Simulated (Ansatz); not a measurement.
The compound is ReBr2 (1T sheet).

The cell holds 3 atoms: 1 Re and 2 Br. Its edges and angles: a = 3.776 Å, b = 3.776 Å, c = 30.253 Å, α = 90.0°, β = 90.0°, γ = 120.0°. Vacuum lies along c.

```xyz
3
Lattice="0.0000 2.6702 2.6702 2.6702 -2.6702 0.0000 17.4666 17.4666 -17.4666" Properties=species:S:1:pos:R:3
Re    5.5502    5.5502   -5.5502
Br    8.0735    5.4033   -5.4033
Br    5.6972    5.6972   -3.0269
```

The structure was relaxed with PBEsol. The structure was generated from a model, not taken from a measurement. The runs that relaxed it are not among those shown. The program's search for lower electronic states was switched off, so nothing shows that the state found is the lowest. Spin-orbit coupling is left out unless a run names it. PAW set soft_2, made with PBE.

A constrained-RPA run (Ansatz 0.2.0; non-magnetic PBEsol; Re t2g, bands v3 to v1, 6×6×1 mesh, medium accuracy) builds 3 functions on bands 1.6 eV wide, with 5.0 electrons in the window. The bare on-site interaction is 10.6 eV and the bare J 0.39 eV.

Question: What U and J survive the screening?

On the Re t2g shell, U = 2.82 eV (27 % of the bare value), U′ = 2.25 eV, J = 0.26 eV.

The parent state is non-magnetic and the interaction static (zero frequency); U depends on the window and the orbitals, so it belongs to this model alone. Spin-orbit coupling, which is strong for atoms this heavy, is left out.

[Paths, hosts, dates, memory and timing lines, banners, echoed tables and standing remarks are left out of the program output.]

[Logs are printed without paths, hosts, clocks, repeated set-up lines and the standing remarks that a program may print on its own settings, such as how far it seeks lower states.]

[Runs of the session that timed out or met a known fault of the program may be left out.]

[Hosts, paths, dates, database ids (printed as entryN), source tags and the programs' standing remarks are cut or masked in the printed files.]
